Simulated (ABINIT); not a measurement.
**Cl (Cmce): G0W0 in ABINIT against the bands in the screening**

Aim: move the bands in the screening of a G0W0 run on Cl (Cmce) over a wide range.

Program: ABINIT 10.8.3. Level of theory: PBE and many-body steps on it, plane waves. Results are calculated unless marked as measured.

## (1) Set-up

Symmetry: Cmce, No. 64, orthorhombic system. Conventional cell: a = 6.290 Å, b = 4.500 Å, c = 8.210 Å, α = 90.00°, β = 90.00°, γ = 90.00°. Nearest to Cl lie 1 Cl at 2.02 Å.

The cell and positions come from the Crystallography Open Database and are kept as given unless a step says otherwise.

## (2) Screening, 4×4×2 mesh, 22 bands, screening to 130.6 eV

This step: ABINIT 10.8.3; RPA screening on PBE, plane waves, norm-conserving pseudopotentials.

The RPA dielectric matrix is built and inverted for each q.

Input file run.abi:

```
acell 3*1.0 Angstrom
rprim 
  3.145000000000 -2.250000000000 0.000000000000
  3.145000000000 2.250000000000 0.000000000000
  0.000000000000 0.000000000000 8.210000000000
ntypat 1
znucl 17
natom 4
typat 1 1 1 1
xred 
  0.870000000000 0.130000000000 0.100000000000
  0.630000000000 0.370000000000 0.600000000000
  0.130000000000 0.870000000000 0.900000000000
  0.370000000000 0.630000000000 0.400000000000
pp_dirpath "pseudos"
pseudos "Cl.upf"
ecut 25
ngkpt 4 4 2
nshiftk 1
shiftk 0 0 0
kptopt 1
chksymbreak 0
istwfk *1
occopt 1
irdwfk 1
optdriver 3
nband 22
ecuteps 4.8
inclvkb 2
awtr 1
symchi 1
indata_prefix "in"
outdata_prefix "out"
tmpdata_prefix "tmp"
```

Launch:

```console
$ OMP_NUM_THREADS=1 mpirun -n 4 abinit run.abi > log
```

Log:

```text
.Version 10.8.3 of ABINIT. v10.8.2 released Aug 2026.

 Symmetries : space group Cm c a (# 64); Bravais oC (1-face-center ortho.)
[... echo of the input left out ...]
== DATASET  1 ==================================================================
-   mpi_nproc: 4, omp_nthreads: 1 (-1 if OMP is not activated)

--- !DatasetInfo
iteration_state: {dtset: 1, }
dimensions: {natom: 4, nkpt: 14, mband: 22, nsppol: 1, nspinor: 1, nspden: 1, mpw: 4726, }
cutoff_energies: {ecut:  25.0, pawecutdg:  -1.0, }
electrons: {nelect:   2.80000000E+01, charge:   0.00000000E+00, occopt:   1.00000000E+00, tsmear:   1.00000000E-02, }

 SCREENING: Calculation of the susceptibility and dielectric matrices

 Based on a program developped by R.W. Godby, V. Olevano, G. Onida, and L. Reining.
 Incorporated in ABINIT by V. Olevano, G.-M. Rignanese, and M. Torrent.
.Using double precision arithmetic ; gwpc =  8

[... cell and pseudopotentials left out ...]
--------------------------------------------------------------------------------

 ==== K-mesh for the wavefunctions ====
 Number of points in the irreducible wedge :    14
[... list of points left out ...]
 Together with  8 symmetry operations and time-reversal symmetry
 yields    32 points in the full Brillouin Zone.

 ==== Q-mesh for the screening function ====
 Number of points in the irreducible wedge :    14
[... list of points left out ...]
 Together with  8 symmetry operations and time-reversal symmetry
 yields    32 points in the full Brillouin Zone.

 setmesh: FFT mesh size selected  =    24x   24x   54
          total number of points  =        31104

 vcoul_init : cutoff-mode = AUXILIARY_FUNCTION
 q-points for optical limit:   1
     1)      0.000010    0.000020    0.000030

- screening: taking advantage of time-reversal symmetry
- Maximum band index for partially occupied states nbvw = 14
- Remaining bands to be divided among processors   nbcw = 8
- Number of bands treated by each node ~2

 Number of electrons calculated from density =   28.0000; Expected =   28.0000
 average of density, n =  0.035710
 r_s =    1.8838
 omega_plasma =   18.2284 [eV]

 calculating chi0 at frequencies [eV] :
  1    0.000000E+00    0.000000E+00
  2    0.000000E+00    1.822838E+01

--------------------------------------------------------------------------------
  q-point number  1        q = ( 0.000000, 0.000000, 0.000000) [r.l.u.]
--------------------------------------------------------------------------------
[... chi0 elements left out ...]
 For q-point:  0.000010 0.000020 0.000030
  dielectric constant =   2.5310
  dielectric constant without local fields =   2.8954

  Average fulfillment of the sum rule on Im[epsilon] for q-point    1 :     22.72  [%]
[... wings left out ...]
  q-point number  2        q = ( 0.250000, 0.000000, 0.000000) [r.l.u.]
--------------------------------------------------------------------------------
[... chi0 elements left out ...]
  Average fulfillment of the sum rule on Im[epsilon] for q-point    2 :     25.70  [%]

 [... 12 further q-points ...]
```

Run time: 9.2 s. Hardware: 4 MPI ranks of Arm Neoverse V2, shared host; peak memory 0.9 GiB; 37 s of CPU time.

Numbers from this step:

```
ε∞ with local fields, on this mesh, along the program's q direction : 2.531
the same without local fields                                       : 2.895
plasma frequency                                                    : 18.23 eV
plane waves in the screening matrix                                 : 403
```

Local fields lower ε∞ by 13 %. On a Γ-centred mesh this coarse the value itself is usually too large, while a short band sum pulls it down.

## (3) 22 bands

This step: G0W0 on PBE, plane waves, norm-conserving pseudopotentials.

run.abi: that of step 2 with these lines changed.

```diff
@@ -25,8 +25,17 @@
 irdwfk 1
-optdriver 3
-nband 22
+optdriver 4
+nband 101
+gwcalctyp 0
+ecutsigx 25
+symsigma 1
+nkptgw 2
+kptgw 
+  0.5000000000 0.5000000000 0.0000000000
+  0.0000000000 0.0000000000 0.0000000000
+bdgw 
+  13 16
+  13 16
 ecuteps 4.8
-inclvkb 2
-awtr 1
-symchi 1
+irdscr 1
+ppmodel 1
 indata_prefix "in"
```

Log:

```text
.Version 10.8.3 of ABINIT. v10.8.2 released Aug 2026.

 Symmetries : space group Cm c a (# 64); Bravais oC (1-face-center ortho.)
[... echo of the input left out ...]
== DATASET  1 ==================================================================
-   mpi_nproc: 4, omp_nthreads: 1 (-1 if OMP is not activated)

--- !DatasetInfo
iteration_state: {dtset: 1, }
dimensions: {natom: 4, nkpt: 14, mband: 101, nsppol: 1, nspinor: 1, nspden: 1, mpw: 4726, }
cutoff_energies: {ecut:  25.0, pawecutdg:  -1.0, }
electrons: {nelect:   2.80000000E+01, charge:   0.00000000E+00, occopt:   1.00000000E+00, tsmear:   1.00000000E-02, }

 SIGMA: Calculation of the GW corrections

 Based on a program developped by R.W. Godby, V. Olevano, G. Onida, and L. Reining.
 Incorporated in ABINIT by V. Olevano, G.-M. Rignanese, and M. Torrent.
.Using double precision arithmetic ; gwpc =  8

[... cell and pseudopotentials left out ...]
--------------------------------------------------------------------------------

 ==== K-mesh for the wavefunctions ====
 Number of points in the irreducible wedge :    14
[... list of points left out ...]
 Together with  8 symmetry operations and time-reversal symmetry
 yields    32 points in the full Brillouin Zone.

 ==== Q-mesh for screening function ====
 Number of points in the irreducible wedge :    14
[... list of points left out ...]
 Together with  8 symmetry operations and time-reversal symmetry
 yields    32 points in the full Brillouin Zone.

 vcoul_init : cutoff-mode = AUXILIARY_FUNCTION
 q-points for optical limit:   1
     1)      0.000010    0.000020    0.000030
 setmesh: FFT mesh size selected  =    36x   36x   72
          total number of points  =        93312

 Number of electrons calculated from density =   28.0000; Expected =   28.0000
 average of density, n =  0.035710
 r_s =    1.8838
 omega_plasma =   18.2284 [eV]

 === KS Band Gaps ===
  >>>> For spin  1
   Minimum direct gap =   2.5251 [eV], located at k-point      :   0.0000  0.0000  0.0000
   Fundamental gap    =   2.4691 [eV], Top of valence bands at :   0.5000  0.5000  0.0000
                                       Bottom of conduction at :   0.0000  0.0000  0.0000
 SIGMA fundamental parameters:
 PLASMON POLE MODEL  1
 number of plane-waves for SigmaX                 4675
 number of plane-waves for SigmaC and W            403
 number of plane-waves for wavefunctions          4675
 number of bands                                   101
 number of independent spin polarizations            1
 number of spinorial components                      1
 number of k-points in IBZ                          14
 number of q-points in IBZ                          14
 number of symmetry operations                       8
 number of k-points in BZ                           32
 number of q-points in BZ                           32
 number of frequencies for dSigma/dE                 9
 frequency step for dSigma/dE [eV]                0.25
 number of omega for Sigma on real axis              0
 max omega for Sigma on real axis  [eV]           0.00
 zcut for avoiding poles [eV]                     0.10

 EPSILON^-1 parameters (SCR file):
 dimension of the eps^-1 matrix on file            403
 dimension of the eps^-1 matrix used               403
 number of plane-waves for wavefunctions          4675
 number of bands                                    22
 number of q-points in IBZ                          14
 number of frequencies                               2
 number of real frequencies                          1
 number of imag frequencies                          1

 matrix elements of self-energy operator (all in [eV])

 Perturbative Calculation

--- !SelfEnergy_ee
iteration_state: {dtset: 1, }
kpoint     : [   0.500,    0.500,    0.000, ]
spin       : 1
KS_gap     :    2.546
QP_gap     :    6.466
Delta_QP_KS:    3.920
data: !SigmaeeData |
     Band     E0 <VxcDFT>   SigX SigC(E0)      Z dSigC/dE  Sig(E)    E-E0       E
       13  -1.186 -14.321 -18.741   2.641   0.782  -0.280 -15.711  -1.391  -2.577
       14  -0.824 -14.674 -19.122   2.578   0.790  -0.266 -16.151  -1.477  -2.301
       15   1.722 -14.106  -8.998  -1.986   0.782  -0.278 -11.664   2.443   4.165
       16   1.912 -14.243  -9.064  -1.999   0.779  -0.283 -11.765   2.478   4.391

--- !SelfEnergy_ee
iteration_state: {dtset: 1, }
kpoint     : [   0.000,    0.000,    0.000, ]
spin       : 1
KS_gap     :    2.525
QP_gap     :    6.377
Delta_QP_KS:    3.852
data: !SigmaeeData |
     Band     E0 <VxcDFT>   SigX SigC(E0)      Z dSigC/dE  Sig(E)    E-E0       E
       13  -0.970 -14.511 -19.022   2.608   0.788  -0.268 -16.011  -1.500  -2.470
       14  -0.880 -14.708 -19.184   2.609   0.788  -0.269 -16.180  -1.472  -2.352
       15   1.645 -13.980  -8.981  -1.967   0.785  -0.274 -11.600   2.380   4.025
       16   2.208 -14.626  -9.222  -2.115   0.774  -0.292 -12.081   2.545   4.752

== END DATASET(S) ==============================================================
================================================================================

 -outvars: echo values of variables after computation  --------
           etotal      0.0000000000E+00
            nband         101
             nkpt          14
          spgroup          64
 [... the other variables as echoed above ...]

 Calculation completed.
```

It took 20 s on 4 MPI ranks; peak memory 1.7 GiB.

Numbers from this step:

```
G0W0 gap on the points computed              : 6.326 eV
starting gap on the mesh                     : 2.469 eV
k of the valence top                         : 0.5, 0.5, 0
k of the conduction bottom                   : 0, 0, 0
Z at the valence top                         : 0.79
Z at the conduction bottom                   : 0.785
least direct G0W0 gap on the computed points : 6.377 eV
```

## (4) Screening, 4×4×2 mesh, 34 bands, screening to 130.6 eV

This step: RPA screening on PBE, plane waves, norm-conserving pseudopotentials.

run.abi: that of step 3 with these lines changed.

```diff
@@ -25,17 +25,8 @@
 irdwfk 1
-optdriver 4
-nband 101
-gwcalctyp 0
-ecutsigx 25
-symsigma 1
-nkptgw 2
-kptgw 
-  0.5000000000 0.5000000000 0.0000000000
-  0.0000000000 0.0000000000 0.0000000000
-bdgw 
-  13 16
-  13 16
+optdriver 3
+nband 34
 ecuteps 4.8
-irdscr 1
-ppmodel 1
+inclvkb 2
+awtr 1
+symchi 1
 indata_prefix "in"
```

Log:

```text
.Version 10.8.3 of ABINIT. v10.8.2 released Aug 2026.

 Symmetries : space group Cm c a (# 64); Bravais oC (1-face-center ortho.)
[... echo of the input left out ...]
== DATASET  1 ==================================================================
-   mpi_nproc: 4, omp_nthreads: 1 (-1 if OMP is not activated)

--- !DatasetInfo
iteration_state: {dtset: 1, }
dimensions: {natom: 4, nkpt: 14, mband: 34, nsppol: 1, nspinor: 1, nspden: 1, mpw: 4726, }
cutoff_energies: {ecut:  25.0, pawecutdg:  -1.0, }
electrons: {nelect:   2.80000000E+01, charge:   0.00000000E+00, occopt:   1.00000000E+00, tsmear:   1.00000000E-02, }

 SCREENING: Calculation of the susceptibility and dielectric matrices

 Based on a program developped by R.W. Godby, V. Olevano, G. Onida, and L. Reining.
 Incorporated in ABINIT by V. Olevano, G.-M. Rignanese, and M. Torrent.
.Using double precision arithmetic ; gwpc =  8

[... cell and pseudopotentials left out ...]
--------------------------------------------------------------------------------

 ==== K-mesh for the wavefunctions ====
 Number of points in the irreducible wedge :    14
[... list of points left out ...]
 Together with  8 symmetry operations and time-reversal symmetry
 yields    32 points in the full Brillouin Zone.

 ==== Q-mesh for the screening function ====
 Number of points in the irreducible wedge :    14
[... list of points left out ...]
 Together with  8 symmetry operations and time-reversal symmetry
 yields    32 points in the full Brillouin Zone.

 setmesh: FFT mesh size selected  =    24x   24x   54
          total number of points  =        31104

 vcoul_init : cutoff-mode = AUXILIARY_FUNCTION
 q-points for optical limit:   1
     1)      0.000010    0.000020    0.000030

- screening: taking advantage of time-reversal symmetry
- Maximum band index for partially occupied states nbvw = 14
- Remaining bands to be divided among processors   nbcw = 20
- Number of bands treated by each node ~5

 Number of electrons calculated from density =   28.0000; Expected =   28.0000
 average of density, n =  0.035710
 r_s =    1.8838
 omega_plasma =   18.2284 [eV]

 calculating chi0 at frequencies [eV] :
  1    0.000000E+00    0.000000E+00
  2    0.000000E+00    1.822838E+01

--------------------------------------------------------------------------------
  q-point number  1        q = ( 0.000000, 0.000000, 0.000000) [r.l.u.]
--------------------------------------------------------------------------------
[... chi0 elements left out ...]
 For q-point:  0.000010 0.000020 0.000030
  dielectric constant =   2.7632
  dielectric constant without local fields =   3.3825

  Average fulfillment of the sum rule on Im[epsilon] for q-point    1 :     40.75  [%]
[... wings left out ...]
  q-point number  2        q = ( 0.250000, 0.000000, 0.000000) [r.l.u.]
--------------------------------------------------------------------------------
[... chi0 elements left out ...]
  Average fulfillment of the sum rule on Im[epsilon] for q-point    2 :     49.82  [%]

 [... 12 further q-points ...]
```

It took 19 s on 4 MPI ranks; peak memory 1 GiB; 76 s of CPU time.

Numbers from this step:

| Quantity | Value |
| --- | --- |
| ε∞ with local fields, on this mesh, along the program's q direction | 2.763 |
| the same without local fields | 3.382 |
| plasma frequency | 18.23 eV |
| plane waves in the screening matrix | 403 |

## (5) 34 bands

The self-energy is evaluated for the states that the input lists, and the levels follow from it, in one-shot runs by the linearised quasiparticle equation.

This step: G0W0 on PBE, plane waves, norm-conserving pseudopotentials.

run.abi: that of step 4 with these lines changed.

```diff
@@ -25,8 +25,17 @@
 irdwfk 1
-optdriver 3
-nband 34
+optdriver 4
+nband 101
+gwcalctyp 0
+ecutsigx 25
+symsigma 1
+nkptgw 2
+kptgw 
+  0.5000000000 0.5000000000 0.0000000000
+  0.0000000000 0.0000000000 0.0000000000
+bdgw 
+  13 16
+  13 16
 ecuteps 4.8
-inclvkb 2
-awtr 1
-symchi 1
+irdscr 1
+ppmodel 1
 indata_prefix "in"
```

Log:

```text
.Version 10.8.3 of ABINIT. v10.8.2 released Aug 2026.

 Symmetries : space group Cm c a (# 64); Bravais oC (1-face-center ortho.)
[... echo of the input left out ...]
== DATASET  1 ==================================================================
-   mpi_nproc: 4, omp_nthreads: 1 (-1 if OMP is not activated)

--- !DatasetInfo
iteration_state: {dtset: 1, }
dimensions: {natom: 4, nkpt: 14, mband: 101, nsppol: 1, nspinor: 1, nspden: 1, mpw: 4726, }
cutoff_energies: {ecut:  25.0, pawecutdg:  -1.0, }
electrons: {nelect:   2.80000000E+01, charge:   0.00000000E+00, occopt:   1.00000000E+00, tsmear:   1.00000000E-02, }

 SIGMA: Calculation of the GW corrections

 Based on a program developped by R.W. Godby, V. Olevano, G. Onida, and L. Reining.
 Incorporated in ABINIT by V. Olevano, G.-M. Rignanese, and M. Torrent.
.Using double precision arithmetic ; gwpc =  8

[... cell and pseudopotentials left out ...]
--------------------------------------------------------------------------------

 ==== K-mesh for the wavefunctions ====
 Number of points in the irreducible wedge :    14
[... list of points left out ...]
 Together with  8 symmetry operations and time-reversal symmetry
 yields    32 points in the full Brillouin Zone.

 ==== Q-mesh for screening function ====
 Number of points in the irreducible wedge :    14
[... list of points left out ...]
 Together with  8 symmetry operations and time-reversal symmetry
 yields    32 points in the full Brillouin Zone.

 vcoul_init : cutoff-mode = AUXILIARY_FUNCTION
 q-points for optical limit:   1
     1)      0.000010    0.000020    0.000030
 setmesh: FFT mesh size selected  =    36x   36x   72
          total number of points  =        93312

 Number of electrons calculated from density =   28.0000; Expected =   28.0000
[...]
number of omega for Sigma on real axis              0
 max omega for Sigma on real axis  [eV]           0.00
 zcut for avoiding poles [eV]                     0.10

 EPSILON^-1 parameters (SCR file):
 dimension of the eps^-1 matrix on file            403
 dimension of the eps^-1 matrix used               403
 number of plane-waves for wavefunctions          4675
 number of bands                                    34
 number of q-points in IBZ                          14
 number of frequencies                               2
 number of real frequencies                          1
 number of imag frequencies                          1

 matrix elements of self-energy operator (all in [eV])

 Perturbative Calculation

--- !SelfEnergy_ee
iteration_state: {dtset: 1, }
kpoint     : [   0.500,    0.500,    0.000, ]
spin       : 1
KS_gap     :    2.546
QP_gap     :    5.995
Delta_QP_KS:    3.449
data: !SigmaeeData |
     Band     E0 <VxcDFT>   SigX SigC(E0)      Z dSigC/dE  Sig(E)    E-E0       E
       13  -1.186 -14.321 -18.741   2.780   0.786  -0.272 -15.611  -1.290  -2.476
       14  -0.824 -14.674 -19.122   2.737   0.791  -0.263 -16.029  -1.355  -2.179
       15   1.722 -14.106  -8.998  -2.460   0.791  -0.265 -12.012   2.094   3.816
[...]
--- !SelfEnergy_ee
iteration_state: {dtset: 1, }
kpoint     : [   0.000,    0.000,    0.000, ]
spin       : 1
KS_gap     :    2.525
QP_gap     :    5.898
Delta_QP_KS:    3.373
data: !SigmaeeData |
     Band     E0 <VxcDFT>   SigX SigC(E0)      Z dSigC/dE  Sig(E)    E-E0       E
[...]
15   1.645 -13.980  -8.981  -2.448   0.793  -0.261 -11.957   2.023   3.668
       16   2.208 -14.626  -9.222  -2.582   0.784  -0.276 -12.415   2.211   4.419

== END DATASET(S) ==============================================================
================================================================================

 -outvars: echo values of variables after computation  --------
           etotal      0.0000000000E+00
            nband         101
             nkpt          14
          spgroup          64
 [... the other variables as echoed above ...]

 Calculation completed.
```

Run time: 20 s. Hardware: 4 MPI ranks; peak memory 1.7 GiB; 79 s of CPU time.

This step gave:

- G0W0 gap on the points computed: 5.847 eV
- starting gap on the mesh: 2.469 eV
- k of the valence top: 0.5, 0.5, 0
- k of the conduction bottom: 0, 0, 0
- Z at the valence top: 0.791
- Z at the conduction bottom: 0.793
- least direct G0W0 gap on the computed points: 5.898 eV

The gap on the mesh goes from 2.47 eV to 5.85 eV, a correction of +3.38 eV.

(Continued in part 2 of 2.)

[Paths, hosts, dates, memory and timing lines, banners, echoed tables and standing remarks are left out of the program output.]

[Logs are printed without paths, hosts, clocks, repeated set-up lines and the standing remarks that a program may print on its own settings, such as how far it seeks lower states.]

[Runs of the session that timed out or met a known fault of the program may be left out.]

[Hosts, paths, dates, database ids (printed as entryN), source tags and the programs' standing remarks are cut or masked in the printed files.]

[G0W0 gaps are taken among the corrected bands and points alone; a level outside them can change the order at an edge.]

[Where Ansatz stands beside ABINIT at settings called matched, ABINIT's density can come from a denser mesh and the files from another edition; pairs whose starting gaps differed by over 0.03 eV were left out, so agreement reads better than it is.]
